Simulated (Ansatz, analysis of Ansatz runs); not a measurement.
# An added electron started on Fe in NaFeF3 (Cmcm), part 2 of 2

Aim: the energy barrier that a trapped electron meets when it moves from one Fe atom to another one nearby in NaFeF3 (Cmcm). The model is a cell of 60 host atoms.

Ansatz 0.2.0; plane-wave PAW DFT, PBEsol+U; relaxation of all atoms of a supercell at fixed charge in a uniform background; PAW set soft_1.

So far. Step 2 (The cell without the carrier): The largest displacement from an ideal site is 0.012 Å.

## (3) The electron on the first site

The nearest neighbour or neighbours of the site start displaced and the site's starting moment is changed by the carrier's spin, since a carrier doesn't trap itself in the undistorted lattice.

Contents of A.relax/input.yaml:

```yaml
crystal:
  lattice:
    - [9.39113868, 0.0, 0.0]
    - [0.0, 10.23240737, 8.5e-07]
    - [0.0, 6.1e-07, 7.41163386]
  atoms:
    - { symbol: Na, position: [0.000261, 0.749255, 0.250114] }
    - { symbol: Na, position: [0.166713, 0.249085, 0.250218] }
    - { symbol: Na, position: [0.000345, 0.250444, 0.749745] }
    - { symbol: Na, position: [0.166916, 0.75032, 0.749541] }
    - { symbol: Fe, position: [0.000119, 6.0e-06, 0.499851], spin: 4.0 }
    - { symbol: Fe, position: [0.16693, 0.499788, 0.499426], spin: 4.0 }
    - { symbol: Fe, position: [0.000354, -0.000205, -4.9e-05], spin: -4.0 }
    - { symbol: Fe, position: [0.166902, 0.499759, -0.00055], spin: -4.0 }
    - { symbol: F, position: [9.2e-05, 0.082049, 0.249612] }
    - { symbol: F, position: [0.166978, 0.581671, 0.249261] }
    - { symbol: F, position: [0.000405, 0.918002, 0.750005] }
    - { symbol: F, position: [0.167148, 0.417892, 0.749476] }
    - { symbol: F, position: [0.000335, 0.631069, 0.557201] }
    - { symbol: F, position: [0.166839, 0.131061, 0.557481] }
    - { symbol: F, position: [0.000344, 0.368864, 0.441453] }
    - { symbol: F, position: [0.166534, 0.868924, 0.441707] }
    - { symbol: F, position: [0.000308, 0.630907, 0.941204] }
    - { symbol: F, position: [0.166964, 0.130856, 0.941426] }
    - { symbol: F, position: [7.8e-05, 0.368587, 0.057052] }
    - { symbol: F, position: [0.167102, 0.868602, 0.057773] }
    - { symbol: Na, position: [0.333752, 0.749225, 0.250403] }
    - { symbol: Na, position: [0.500006, 0.249232, 0.249407] }
    - { symbol: Na, position: [0.333729, 0.250377, 0.750375] }
    - { symbol: Na, position: [0.500239, 0.750308, 0.749515] }
    - { symbol: Fe, position: [0.333476, -0.000189, 0.499902], spin: 4.0 }
    - { symbol: Fe, position: [0.500199, 0.499704, 0.499391], spin: 3.0 }
    - { symbol: Fe, position: [0.33354, -0.000305, -0.000193], spin: -4.0 }
    - { symbol: Fe, position: [0.500302, 0.499849, -0.000469], spin: -4.0 }
    - { symbol: F, position: [0.333533, 0.081471, 0.24983] }
    - { symbol: F, position: [0.500216, 0.586866, 0.234824] }
    - { symbol: F, position: [0.333522, 0.917828, 0.749742] }
    - { symbol: F, position: [0.500404, 0.412808, 0.764019] }
    - { symbol: F, position: [0.323997, 0.638592, 0.560015] }
    - { symbol: F, position: [0.500182, 0.130787, 0.557998] }
    - { symbol: F, position: [0.324097, 0.36102, 0.438462] }
    - { symbol: F, position: [0.500263, 0.868784, 0.442087] }
    - { symbol: F, position: [0.333713, 0.630733, 0.941296] }
    - { symbol: F, position: [0.500155, 0.13094, 0.94214] }
    - { symbol: F, position: [0.333613, 0.368617, 0.057486] }
    - { symbol: F, position: [0.500292, 0.868647, 0.05806] }
    - { symbol: Na, position: [0.66701, 0.749105, 0.249739] }
    - { symbol: Na, position: [0.83341, 0.249573, 0.249922] }
    - { symbol: Na, position: [0.666963, 0.250311, 0.750834] }
    - { symbol: Na, position: [0.833651, 0.750646, 0.749403] }
    - { symbol: Fe, position: [0.666858, -4.5e-05, 0.500043], spin: 4.0 }
    - { symbol: Fe, position: [0.833551, 0.499899, 0.499583], spin: 4.0 }
    - { symbol: Fe, position: [0.66698, -0.000304, 0.000189], spin: -4.0 }
    - { symbol: Fe, position: [0.83363, 0.499884, -0.000457], spin: -4.0 }
    - { symbol: F, position: [0.666978, 0.081806, 0.249869] }
    - { symbol: F, position: [0.8335, 0.581792, 0.2496] }
    - { symbol: F, position: [0.666954, 0.917939, 0.750195] }
    - { symbol: F, position: [0.833565, 0.417897, 0.749331] }
    - { symbol: F, position: [0.676166, 0.638488, 0.56054] }
    - { symbol: F, position: [0.833608, 0.131067, 0.557641] }
    - { symbol: F, position: [0.676394, 0.361312, 0.437805] }
    - { symbol: F, position: [0.833467, 0.868823, 0.442358] }
    - { symbol: F, position: [0.667148, 0.630907, 0.941667] }
    - { symbol: F, position: [0.833472, 0.130822, 0.94162] }
    - { symbol: F, position: [0.666851, 0.368544, 0.056864] }
    - { symbol: F, position: [0.833812, 0.868681, 0.058264] }
total_charge: -1
basis:
  ecutwfc: 420
  xc_grid: 2
hamiltonian:
  xc: pbesol
  hubbard:
    sites: [{ species: Fe, l: d, u_eff: 4.5 }]
    projectors: ortho-atomic
  pseudopotentials: { kind: paw, azcp: { folder: soft_1 }, xc_functional: pbe }
kpoints:
  mp_grid: { grid: [1, 1, 1] }
magnetization:
  spin_polarized: true
  initial_magnetization: -1
  spin_locking: { lock_magnetization: hard }
scf:
  occupations: { method: fermi_dirac, width: 0.01 }
  max_iter: 120
  lower_state_search: "off"
output:
  forces: true
relax:
  f_tol: 0.015
  max_steps: 70
  escape_saddle: false
checkpoint:
  write: "../A.relax.run"
  compress: false
  write_wavefunctions: true
  write_every: 100000
```

Launch:

```
ansatz run input.yaml --threads 4 --pin off --max-ram 17899MiB --backend cpu --events-out ev --progress --plain --runs-dir out
```

Numbers of over 12 decimals in the logs are rounded to 6 here.

What it wrote:

```text
[...]
Crystal: 60 atoms, lattice volume = 712.213 Å³
Basis set: ecut = 420 eV, 13917 PW (Γ), exchange–correlation on 128×144×100 points (8 copies of the dense FFT grid, shifted against one another)
Bands: 337, of which v1, the nominal top of the filled ones, is band 277 counted from 1 (276 counted from 0)
Symmetry: 1 space group operations
[...]
k-points: 1
[...]
Starting moments: Σ|m| = 47 μB on 12 of 60 sites
[...]
SCF iter   1: F=—  HF=-100121.025785 eV  |F-HF|=—  |Δ(HF+E_count)|=         —  Δρ=3.37e-1 (↑3.37e-1 ↓3.36e-1)  dr2=2.47e3  dr2_m=1.81e2  M=-1.000 μB ∫|m|=13.368 μB  β_m=0.30  ethr=3.10e-3  ⟨swp⟩=5.0  Hψ=2156  notcnv=0  defer=38
[...]
SCF iter 105: F=-99925.930404 eV  HF=-99925.930404 eV  |F-HF|=6.36e-8  |Δ(HF+E_count)|=   3.68e-7  Δρ=1.82e-5 (↑8.78e-6 ↓1.82e-5)  dr2=2.33e-6  dr2_m=4.37e-7  M=-1.000 μB ∫|m|=47.372 μB  ethr=1.02e-9  ⟨swp⟩=2.0  Hψ=2593  notcnv=0
SCF 1 converged in 105 iterations: F = -99925.930404 eV  dr2 = 2.33e-6
[...]
relax step   1: F+E_penalty+E_count = -99925.93040373 eV  Δ(F+E_penalty+E_count) = +0.000e0 eV  max|allowed force component| = 1.232e0 eV/Å  Δτ_max = 0.0000 Å  (105 SCF iters, dr2 threshold 5.63e-6 eV, accepted)
[...]
relax step   2: F+E_penalty+E_count = -99926.13456637 eV  Δ(F+E_penalty+E_count) = -2.042e-1 eV  max|allowed force component| = 8.825e-1 eV/Å  Δτ_max = 0.0573 Å  (15 SCF iters, dr2 threshold 9.48e-5 eV, accepted)
relax step   3: F+E_penalty+E_count = -99925.78832482 eV  Δ(F+E_penalty+E_count) = +3.462e-1 eV  max|allowed force component| = 1.738e0 eV/Å  Δτ_max = 0.1951 Å  (9 SCF iters, dr2 threshold 4.87e-5 eV, rejected (line search))
relax step   4: F+E_penalty+E_count = -99926.28873436 eV  Δ(F+E_penalty+E_count) = -1.542e-1 eV  max|allowed force component| = 9.817e-2 eV/Å  Δτ_max = 0.0833 Å  (29 SCF iters, accepted)
relax step   5: F+E_penalty+E_count = -99926.29429463 eV  Δ(F+E_penalty+E_count) = -5.560e-3 eV  max|allowed force component| = 1.666e-2 eV/Å  Δτ_max = 0.0257 Å  (20 SCF iters, dr2 threshold 6.02e-7 eV, accepted)
relax step   6: F+E_penalty+E_count = -99926.29454699 eV  Δ(F+E_penalty+E_count) = -2.524e-4 eV  max|allowed force component| = 2.827e-2 eV/Å  Δτ_max = 0.0101 Å  (14 SCF iters, accepted)
SCF iter   1: F=—  HF=-99926.294820 eV  |F-HF|=—  |Δ(HF+E_count)|=         —  Δρ=2.94e-4 (↑2.82e-4 ↓2.94e-4)  dr2=8.54e-4  dr2_m=6.06e-5  M=-1.000 μB ∫|m|=47.703 μB  β_m=0.30  ethr=1.40e-6  ⟨swp⟩=4.0  Hψ=1530  notcnv=0  defer=104
[...]
SCF iter  12: F=-99926.294995 eV  HF=-99926.294995 eV  |F-HF|=2.79e-8  |Δ(HF+E_count)|=   1.90e-6  Δρ=3.08e-6 (↑2.38e-6 ↓3.08e-6)  dr2=8.81e-8  dr2_m=7.99e-9  M=-1.000 μB ∫|m|=47.704 μB  ethr=1.08e-11  ⟨swp⟩=4.0  Hψ=2340  notcnv=0
SCF 7 converged in 12 iterations: F = -99926.294995 eV  dr2 = 8.81e-8
relax step   7: F+E_penalty+E_count = -99926.29499463 eV  Δ(F+E_penalty+E_count) = -4.476e-4 eV  max|allowed force component| = 4.480e-3 eV/Å  Δτ_max = 0.0046 Å  (12 SCF iters, accepted)
NSCF: frozen V_eff on 1 k-points
[...]
SCF converged after 12 iterations
[...]
Magnetization: -1.0000 μB (276.0000 up, 277.0000 down)
Absolute magnetization: 47.7190 μB (∫|ρ↑−ρ↓|, with the PAW one-centre terms)
[...]
Per-site moments (μB) at R_I (Å): [(-0.00474191, 0.955258), (-0.00474134, 0.955210), (-0.00474128, 0.955245), [... 57 left out ...]
Free energy (F): -99926.294995 eV
[...]
Internal energy: -99926.294995 eV  (E = F + TS)
E sigma→0 (E₀):  -99926.294995 eV
Fermi energy:    8.703329 (↑ 7.067514, ↓ 9.118620) eV
[...]
--- Forces (eV/Å), atoms counted from 1 ---
  atom   1  Na    -0.00044920    -0.00019124    -0.00109334
  atom   2  Na    -0.00069450     0.00071788    -0.00174059
  [... 19 atoms left out ...]
  atom  22  Na     0.00002828     0.00054743     0.00001119
  [... 3 atoms left out ...]
  atom  26  Fe     0.00019381     0.00067755     0.00023389
  [... 5 atoms left out ...]
  atom  32  F     -0.00116158     0.00165534     0.00447965
  [... 1 atom left out ...]
  atom  34  F     -0.00028631     0.00046938     0.00112005
  atom  35  F      0.00022776     0.00177348     0.00145845
  [... 7 atoms left out ...]
  atom  43  Na     0.00024286     0.00037962     0.00074384
  [... 1 atom left out ...]
  atom  45  Fe     0.00007277    -0.00038501     0.00052104
  [... 3 atoms left out ...]
  atom  49  F      0.00033610    -0.00023111     0.00046596
  [... 4 atoms left out ...]
  atom  54  F     -0.00064988    -0.00004027     0.00041449
  atom  55  F      0.00100596    -0.00063801    -0.00213484
  [... 5 atoms left out ...]
  max |Σ_I F_I| component: 2.35e-5 eV/Å
--- Band table (eV) ---
[...]
Occupation matrices written to <dir>
--- Relaxed structure (7 steps of the walk, 6 accepted, 0 SCFs on fresh bases) ---
  F+E_penalty+E_count = -99926.29499463 eV   max|allowed force component| = 4.480e-3 eV/Å
  atoms:
    - { symbol: Na, position: [0.000258, 0.749331, 0.249661] }
    - { symbol: Na, position: [0.166932, 0.249297, 0.249543] }
    [... 19 atoms left out ...]
    - { symbol: Na, position: [0.500219, 0.249309, 0.249446] }
    [... 3 atoms left out ...]
    - { symbol: Fe, position: [0.500241, 0.499798, 0.499614] }
    [... 5 atoms left out ...]
    - { symbol: F, position: [0.500331, 0.417091, 0.748676] }
    [... 1 atom left out ...]
    - { symbol: F, position: [0.500251, 0.131740, 0.558616] }
    - { symbol: F, position: [0.333564, 0.367836, 0.440473] }
    [... 7 atoms left out ...]
    - { symbol: Na, position: [0.666928, 0.250283, 0.749845] }
    [... 1 atom left out ...]
    - { symbol: Fe, position: [0.666906, -0.000142, 0.499772] }
    [... 3 atoms left out ...]
    - { symbol: F, position: [0.666885, 0.082525, 0.250643] }
    [... 4 atoms left out ...]
    - { symbol: F, position: [0.833589, 0.131779, 0.558637] }
    - { symbol: F, position: [0.666869, 0.367909, 0.440900] }
    [... 5 atoms left out ...]
```

Wall time 3.7 min (4 threads of Intel Xeon Platinum 8375C at 2.90GHz (Ice Lake), shared host); peak memory 1.7 GiB.

Relaxation path:

| step | energy less that of the first step (eV) | largest force component (eV/Å) |
| --- | --- | --- |
| 1 | 0.0000 | 1.2317 |
| 2 | -0.2042 | 0.8825 |
| 3 | 0.1421 | 1.7376 |
| 4 | -0.3583 | 0.0982 |
| 5 | -0.3639 | 0.0167 |
| 6 | -0.3641 | 0.0283 |
| 7 | -0.3646 | 0.0045 |

Relaxation step 3 was tried and not accepted.

The atoms that moved most (Å):

| atom | dx | dy | dz | length |
| --- | --- | --- | --- | --- |
| F30 | 0.000 | -0.044 | 0.117 | 0.125 |
| F32 | -0.001 | 0.044 | -0.114 | 0.122 |
| F33 | 0.090 | -0.070 | -0.013 | 0.115 |
| F55 | -0.089 | 0.068 | 0.023 | 0.114 |
| F35 | 0.089 | 0.070 | 0.015 | 0.114 |
| F53 | -0.087 | -0.069 | -0.013 | 0.111 |
| F56 | 0.001 | -0.009 | -0.011 | 0.014 |
| F13 | -0.001 | 0.007 | 0.011 | 0.013 |

The moves above count from the input, in which the site's nearest neighbours were already displaced; the distances below compare with the cell without the carrier.

Distances from Fe26 without and with the electron:

| atom | without (Å) | with (Å) |
| --- | --- | --- |
| F32 | 2.03 | 2.03 |
| F30 | 2.03 | 2.03 |
| F55 | 2.11 | 2.11 |
| F35 | 2.11 | 2.11 |
| F53 | 2.11 | 2.11 |
| F33 | 2.11 | 2.11 |

The largest changes of the moments are -0.02 μB on Fe28, -0.02 μB on Fe8 and -0.02 μB on Fe47. The carrier did not stay on the chosen site.

## (4) Outcome

| Property | Result |
| --- | --- |
| carrier trapped on the chosen site | no |
| size of the moment change on that site | 0.01 μB |

With PBEsol+U (4.5 eV) (Fe d 4.5 eV) the electron does not stay on the chosen Fe atom: it is spread over more than 30 atoms in effect, so no hop between such sites was computed. The magnetic order was assumed and need not be the ground state; parallel spins on neighbours help a carrier to spread. The search for lower electronic states was switched off. Another U, a hybrid or another start may give another answer. Limits: sampling at the zone centre alone can move energies of charged and open-shell states by tenths of an eV or more in cells of this size; the images are only 7.4 Å apart; gap and trapping depend on the U chosen (Fe d 4.5 eV).

[Logs are printed without paths, hosts, clocks, repeated set-up lines and the standing remarks that a program may print on its own settings, such as how far it seeks lower states.]

[Hosts, paths, dates, database ids (printed as entryN), source tags and the programs' standing remarks are cut or masked in the printed files.]
